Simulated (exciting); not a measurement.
**Br K-edge absorption of KBr, all-electron BSE**

Wanted: the near-edge spectrum and the bound core excitons at the Br K edge of KBr.

Method: X-ray absorption, core-level Bethe-Salpeter equation, exchange and statically screened direct term, Tamm-Dancoff, all-electron LAPW+lo PBE, in exciting sodium.

Report form: the programs' logs are mostly left out.

### 1. The structure

The structure is cubic, space group Fm-3m (No. 225). The conventional cell has a = 6.600 Å, b = 6.600 Å, c = 6.600 Å, α = 90.00°, β = 90.00°, γ = 90.00°. Br has 6 K at 3.30 Å nearest. K has 6 Br at 3.30 Å nearest. Farther neighbours and most contacts between anions are not listed.

As a file:

```
Br K
1.0
     0.00000    3.30000    3.30000
     3.30000    0.00000    3.30000
     3.30000    3.30000    0.00000
Br K
1 1
Direct
  0.50000 0.50000 0.50000
  0.00000 0.00000 0.00000
```

Differences between curves are given as r.m.s. difference over r.m.s. height.

### 2. Ground state

The species files are the program's own, with muffin-tin radii set in the input.

The input, input.xml:

```
<input>
  <title>KBr</title>
  <structure speciespath="." autormt="false" epslat="1.0e-5">
    <crystal>
      <basevect>0.0000000000 6.2360962101 6.2360962101</basevect>
      <basevect>6.2360962101 0.0000000000 6.2360962101</basevect>
      <basevect>6.2360962101 6.2360962101 0.0000000000</basevect>
    </crystal>
    <species speciesfile="Br.xml" rmt="2.300">
      <atom coord="0.5000000000 0.5000000000 0.5000000000"/>
    </species>
    <species speciesfile="K.xml" rmt="2.464">
      <atom coord="0.0000000000 0.0000000000 0.0000000000"/>
    </species>
  </structure>
  <groundstate do="fromscratch" xctype="GGA_PBE" ngridk="4 4 4" rgkmax="7" gmaxvr="14" nempty="8" swidth="0.001" maxscl="100" epsengy="1e-5"/>
</input>
```

Started as:

```sh
$ OMP_NUM_THREADS=1 mpirun -n 2 exciting
```

It took 20 s on 2 MPI ranks of Intel Xeon at 2.70GHz, shared host.

The warnings file holds hints only, no warning.

The mesh shows a gap of 4.46 eV. Core levels (Dirac, from the valence top):

```csv
atom,level,energy (eV)
Br,2s1/2,-1723.7
Br,2p1/2,-1551.3
Br,2p3/2,-1503.8
Br,3s1/2,-229.4
Br,3p1/2,-169.5
Br,3p3/2,-162.7
K,1s1/2,-3514.2
K,2s1/2,-345.7
K,2p1/2,-274.4
K,2p3/2,-271.5
```

### 3. A richer basis for the empty states

Each species file gets more local orbitals, built from u and its energy derivative at 0.15 Ha and u at 0.9 Ha.

input.xml is that of step 2.

The input, SPECIES.xml, added lines:

```
<lo l="L">  <!-- L = 0, 1, 2 -->
  <wf matchingOrder="0" trialEnergy="0.1500" searchE="false"/>
  <wf matchingOrder="1" trialEnergy="0.1500" searchE="false"/>
  <wf matchingOrder="0" trialEnergy="0.9000" searchE="false"/>
</lo>
```

Started as:

```sh
$ OMP_NUM_THREADS=1 mpirun -n 2 exciting
```

Wall time 22 s (2 MPI ranks).

Against the first ground state the total energy moves by -4 meV an atom and the gap by -0.01 eV.

### 4. Screening, kernels and BSE for Br atom 1

The absorber has 6 K at 3.30 Å (octahedral, site symmetry m-3m).

input.xml, as its differences from that of step 3:

```diff
@@ -15,3 +15,20 @@
   </structure>
-  <groundstate do="fromscratch" xctype="GGA_PBE" ngridk="4 4 4" rgkmax="7" gmaxvr="14" nempty="8" swidth="0.001" maxscl="100" epsengy="1e-5"/>
+  <groundstate do="skip" xctype="GGA_PBE" ngridk="4 4 4" rgkmax="7" gmaxvr="14" nempty="8" swidth="0.001" maxscl="100" epsengy="1e-5"/>
+  <xs xstype="BSE" ngridk="4 4 4" ngridq="4 4 4" vkloff="0.097 0.273 0.493" rgkmax="7" nempty="35" gqmax="3" lmaxapwwf="5" lmaxemat="2" broad="0.04630" tevout="true">
+    <energywindow intv="488.672 490.289" points="439"/>
+    <screening screentype="full" nempty="57"/>
+    <BSE xas="true" xasspecies="1" xasatom="1" xasedge="K" bsetype="singlet" nstlxas="1 31"/>
+    <qpointset>
+      <qpoint>0 0 0</qpoint>
+    </qpointset>
+    <plan>
+      <doonly task="xsgeneigvec"/>
+      <doonly task="writepmatxs"/>
+      <doonly task="scrgeneigvec"/>
+      <doonly task="scrwritepmat"/>
+      <doonly task="screen"/>
+      <doonly task="scrcoulint"/>
+      <doonly task="exccoulint"/>
+    </plan>
+  </xs>
 </input>
```

The input, input.xml for the last start (plan only):

```
  <plan>
    <doonly task="bse"/>
  </plan>
```

Started as:

```sh
$ OMP_NUM_THREADS=1 mpirun -n 2 exciting
$ OMP_NUM_THREADS=2 exciting
```

It took 43 min on 2 MPI ranks.

Wall time by task: xsgeneigvec 5.6 s, writepmatxs 12 s, scrgeneigvec 4.2 s, scrwritepmat 3.2 s, screen 2 min, scrcoulint 9.5 min, exccoulint 29 min, bse 2.3 min.

The Br K spectrum of Br atom 1 (energy from the Kohn–Sham onset, core level to the lowest empty state found on the meshes used, 13309.43 eV; the ground-state mesh sets it, and the shifted mesh has its lowest transition 0.30 eV above it; Im ε scaled to the maximum of the singlet run; cut below the end of the band set):

```csv
E (eV),Im ε
-9.5,0.03
-9.0,0.03
-8.5,0.03
-8.0,0.04
-7.5,0.04
-7.0,0.04
-6.5,0.05
-6.0,0.06
-5.5,0.06
-5.0,0.07
-4.5,0.09
-4.0,0.10
-3.5,0.12
-3.0,0.15
-2.5,0.19
-2.0,0.25
-1.5,0.35
-1.0,0.49
-0.5,0.68
0.0,0.88
0.5,0.99
1.0,0.97
1.5,0.89
2.0,0.81
2.5,0.77
3.0,0.75
3.5,0.74
4.0,0.70
4.5,0.64
5.0,0.58
5.5,0.51
6.0,0.44
6.5,0.38
7.0,0.35
7.5,0.33
8.0,0.35
8.5,0.39
9.0,0.42
9.5,0.45
10.0,0.46
10.5,0.47
11.0,0.49
11.5,0.50
12.0,0.49
12.5,0.46
13.0,0.43
13.5,0.41
14.0,0.40
14.5,0.40
15.0,0.39
15.5,0.39
16.0,0.39
16.5,0.40
17.0,0.41
17.5,0.41
18.0,0.39
18.5,0.37
19.0,0.35
19.5,0.33
20.0,0.30
20.5,0.28
21.0,0.26
21.5,0.24
22.0,0.23
```

Maxima (height): 0.6 eV (1.00), 11.6 eV (0.50) and 17.3 eV (0.41).

The Hamiltonian has 3968 rows. The lowest groups of eigenvalues and the brightest ones, on the scale above (the program counts from the shifted mesh's onset, 0.30 eV higher). Core spinors bring spin-forbidden partners, so dark means forbidden by spin or by symmetry, and the shifted mesh splits states that symmetry would keep together:

```csv
energy (eV),states within 10 meV,relative strength
-1.359,2,3.6e-4
-0.417,2,0.26
-0.162,2,0.51
-0.049,2,0.74
0.025,2,0.11
0.045,2,0.19
0.254,2,0.67
0.344,2,0.85
0.484,2,1.00
0.542,2,0.77
0.865,2,0.46
```

### 5. Independent particles

input.xml, as its differences from that of step 4:

```diff
@@ -19,3 +19,3 @@
     <screening screentype="full" nempty="57"/>
-    <BSE xas="true" xasspecies="1" xasatom="1" xasedge="K" bsetype="singlet" nstlxas="1 31"/>
+    <BSE xas="true" xasspecies="1" xasatom="1" xasedge="K" bsetype="IP" nstlxas="1 31"/>
     <qpointset>
@@ -24,9 +24,3 @@
     <plan>
-      <doonly task="xsgeneigvec"/>
-      <doonly task="writepmatxs"/>
-      <doonly task="scrgeneigvec"/>
-      <doonly task="scrwritepmat"/>
-      <doonly task="screen"/>
-      <doonly task="scrcoulint"/>
-      <doonly task="exccoulint"/>
+      <doonly task="bse"/>
     </plan>
```

Started as:

```sh
$ OMP_NUM_THREADS=2 exciting
```

Run time: 3 s. Hardware: 2 threads.

Maxima (height): 6.8 eV (0.64), 13.9 eV (0.52) and 19.5 eV (0.57). The spectrum differs from the singlet run by 57 % r.m.s. Moving the earlier curve by +3.7 eV leaves 28 %. The highest maximum lies at 6.8 eV (0.64), against 0.6 eV (1.00).

### 6. Exchange alone

input.xml, as its differences from that of step 5:

```diff
@@ -19,3 +19,3 @@
     <screening screentype="full" nempty="57"/>
-    <BSE xas="true" xasspecies="1" xasatom="1" xasedge="K" bsetype="IP" nstlxas="1 31"/>
+    <BSE xas="true" xasspecies="1" xasatom="1" xasedge="K" bsetype="RPA" nstlxas="1 31"/>
     <qpointset>
```

Started as:

```sh
$ OMP_NUM_THREADS=2 exciting
```

The job ended after 2.4 min (2 threads).

Maxima (height): 6.8 eV (0.64), 13.9 eV (0.52) and 19.5 eV (0.57). The spectrum is that of the independent-particle run within 1 %.

### 7. Broadening

Changed against the first singlet run: half width (eV) from 1.26 to 3.78.

input.xml, as its differences from that of step 6:

```diff
@@ -16,6 +16,6 @@
   <groundstate do="skip" xctype="GGA_PBE" ngridk="4 4 4" rgkmax="7" gmaxvr="14" nempty="8" swidth="0.001" maxscl="100" epsengy="1e-5"/>
-  <xs xstype="BSE" ngridk="4 4 4" ngridq="4 4 4" vkloff="0.097 0.273 0.493" rgkmax="7" nempty="35" gqmax="3" lmaxapwwf="5" lmaxemat="2" broad="0.04630" tevout="true">
+  <xs xstype="BSE" ngridk="4 4 4" ngridq="4 4 4" vkloff="0.097 0.273 0.493" rgkmax="7" nempty="35" gqmax="3" lmaxapwwf="5" lmaxemat="2" broad="0.13891" tevout="true">
     <energywindow intv="488.672 490.289" points="439"/>
     <screening screentype="full" nempty="57"/>
-    <BSE xas="true" xasspecies="1" xasatom="1" xasedge="K" bsetype="RPA" nstlxas="1 31"/>
+    <BSE xas="true" xasspecies="1" xasatom="1" xasedge="K" bsetype="singlet" nstlxas="1 31"/>
     <qpointset>
```

Started as:

```sh
$ OMP_NUM_THREADS=2 exciting
```

Wall time 2.4 min (2 threads).

Against the singlet run the r.m.s. difference is 30 %. The highest maximum lies at 2.0 eV (0.55), against 0.6 eV (1.00). Only the width of each line changes; the area stays. A table step wider than the lines misses their tops.

```csv
E (eV),first run,this run
-11.0,0.02,0.06
-10.0,0.03,0.07
-9.0,0.03,0.08
-8.0,0.04,0.10
-7.0,0.04,0.11
-6.0,0.06,0.14
-5.0,0.07,0.17
-4.0,0.10,0.21
-3.0,0.15,0.27
-2.0,0.25,0.34
-1.0,0.49,0.42
0.0,0.88,0.49
1.0,0.97,0.54
2.0,0.81,0.55
3.0,0.75,0.54
4.0,0.70,0.52
5.0,0.58,0.48
6.0,0.44,0.45
7.0,0.35,0.42
8.0,0.35,0.41
9.0,0.42,0.40
10.0,0.46,0.40
11.0,0.49,0.40
12.0,0.49,0.39
13.0,0.43,0.38
14.0,0.40,0.37
15.0,0.39,0.36
16.0,0.39,0.35
17.0,0.41,0.33
18.0,0.39,0.32
19.0,0.35,0.30
20.0,0.30,0.27
21.0,0.26,0.25
22.0,0.23,0.22
```

### 8. A changed run

In this try the input is made faulty on purpose, to show what that does.

input.xml, as its differences from that of step 7:

```diff
@@ -16,3 +16,3 @@
   <groundstate do="skip" xctype="GGA_PBE" ngridk="4 4 4" rgkmax="7" gmaxvr="14" nempty="8" swidth="0.001" maxscl="100" epsengy="1e-5"/>
-  <xs xstype="BSE" ngridk="4 4 4" ngridq="4 4 4" vkloff="0.097 0.273 0.493" rgkmax="7" nempty="35" gqmax="3" lmaxapwwf="5" lmaxemat="2" broad="0.13891" tevout="true">
+  <xs xstype="BSE" ngridk="4 4 4" ngridq="4 4 4" vkloff="0.097 0.273 0.493" rgkmax="7" nempty="35" gqmax="0.6" lmaxapwwf="5" lmaxemat="2" broad="0.04630" tevout="true">
     <energywindow intv="488.672 490.289" points="439"/>
@@ -24,3 +24,6 @@
     <plan>
-      <doonly task="bse"/>
+      <doonly task="xsgeneigvec"/>
+      <doonly task="screen"/>
+      <doonly task="scrcoulint"/>
+      <doonly task="exccoulint"/>
     </plan>
```

The input, input.xml for the last start (plan only):

```
  <plan>
    <doonly task="bse"/>
  </plan>
```

Started as:

```sh
$ OMP_NUM_THREADS=1 mpirun -n 2 exciting
$ OMP_NUM_THREADS=2 exciting
```

Elapsed: 8.6 min, on 2 MPI ranks.

Wall time by task: xsgeneigvec 6.8 s, screen 43 s, scrcoulint 4.7 min, exccoulint 9.1 s, bse 2.8 min.

The input has a fault: the cutoff of the kernels is far too low. Against the singlet run the r.m.s. difference is 23 %. The highest maximum lies at 1.2 eV (0.74), against 0.6 eV (1.00). The first bright state moves from -0.42 to -0.22 eV. The kernels miss the short-range part of the Coulomb interaction, its components above their cutoff.

```csv
E (eV),first run,this run
-10.0,0.03,0.02
-9.0,0.03,0.02
-8.0,0.04,0.03
-7.0,0.04,0.03
-6.0,0.06,0.04
-5.0,0.07,0.05
-4.0,0.10,0.07
-3.0,0.15,0.10
-2.0,0.25,0.15
-1.0,0.49,0.27
0.0,0.88,0.51
1.0,0.97,0.73
2.0,0.81,0.70
3.0,0.75,0.67
4.0,0.70,0.70
5.0,0.58,0.65
6.0,0.44,0.50
7.0,0.35,0.38
8.0,0.35,0.34
9.0,0.42,0.40
10.0,0.46,0.46
11.0,0.49,0.50
12.0,0.49,0.54
13.0,0.43,0.50
14.0,0.40,0.46
15.0,0.39,0.45
16.0,0.39,0.44
17.0,0.41,0.46
18.0,0.39,0.49
19.0,0.35,0.45
20.0,0.30,0.41
21.0,0.26,0.35
22.0,0.23,0.31
```

### 9. The levels of theory side by side

```csv
level,curve passes 0.15 (eV),highest maximum (eV),its height
IP,0.4,6.8,0.64
RPA,0.4,6.8,0.64
singlet,-3.0,0.6,1.00
```

```csv
E (eV),IP,RPA,singlet
-9.0,0.02,0.02,0.03
-8.0,0.02,0.02,0.04
-7.0,0.02,0.02,0.04
-6.0,0.02,0.02,0.06
-5.0,0.03,0.03,0.07
-4.0,0.03,0.03,0.10
-3.0,0.04,0.04,0.15
-2.0,0.06,0.06,0.25
-1.0,0.08,0.08,0.49
0.0,0.12,0.12,0.88
1.0,0.21,0.21,0.97
2.0,0.35,0.35,0.81
3.0,0.49,0.49,0.75
4.0,0.55,0.55,0.70
5.0,0.59,0.59,0.58
6.0,0.61,0.61,0.44
7.0,0.63,0.63,0.35
8.0,0.51,0.51,0.35
9.0,0.39,0.39,0.42
10.0,0.41,0.41,0.46
11.0,0.43,0.43,0.49
12.0,0.44,0.44,0.49
13.0,0.49,0.49,0.43
14.0,0.52,0.52,0.40
15.0,0.52,0.52,0.39
16.0,0.51,0.51,0.39
17.0,0.49,0.49,0.41
18.0,0.51,0.51,0.39
19.0,0.56,0.56,0.35
20.0,0.56,0.56,0.30
21.0,0.56,0.56,0.26
22.0,0.51,0.51,0.23
```

### 10. Summary of results

- absorber and edge: Br K, atom 1
- surroundings: 6 K at 3.30 Å (octahedral, site symmetry m-3m)
- first bright state: -0.42 eV from the Kohn–Sham onset, on this mesh
- highest maximum: 0.6 eV
- cost of the BSE run: 43 min on 2 MPI ranks of Intel Xeon at 2.70GHz, shared host; the last task ran on as many threads

**Reading.** Is a core exciton bound? Undecided on this mesh: the first bright state (over 5 % of the brightest) lies at -0.42 eV from the Kohn–Sham onset and at -0.71 eV from the lowest bare transition of its own mesh; weaker or dark states reach down to -1.36 eV. Changing the half width (eV) from 1.26 to 3.78 alters the spectrum by 30 % r.m.s. Exchange alone changes the independent-particle spectrum by 0.0 % r.m.s. Binding energies aren't converged on 64 k points, and fine structure above the first lines is partly noise of the mesh. The kernel cutoff is low for a compact core orbital, so the effect of exchange is a lower bound. The zero comes from the unshifted 4×4×4 ground-state mesh; it is exact only where the band minimum lies on that mesh. The Kohn–Sham onset, 13309 eV, is no photon energy: the scale needs a rigid shift. Bands and screening come from semilocal DFT, whose small gap overscreens. Vibrations and energy-dependent lifetimes are left out. The structure is a published determination, not relaxed.

[Logs are printed without paths, hosts, clocks, repeated set-up lines and the standing remarks that a program may print on its own settings, such as how far it seeks lower states.]

[Hosts, paths, dates, database ids (printed as entryN), source tags and the programs' standing remarks are cut or masked in the printed files.]
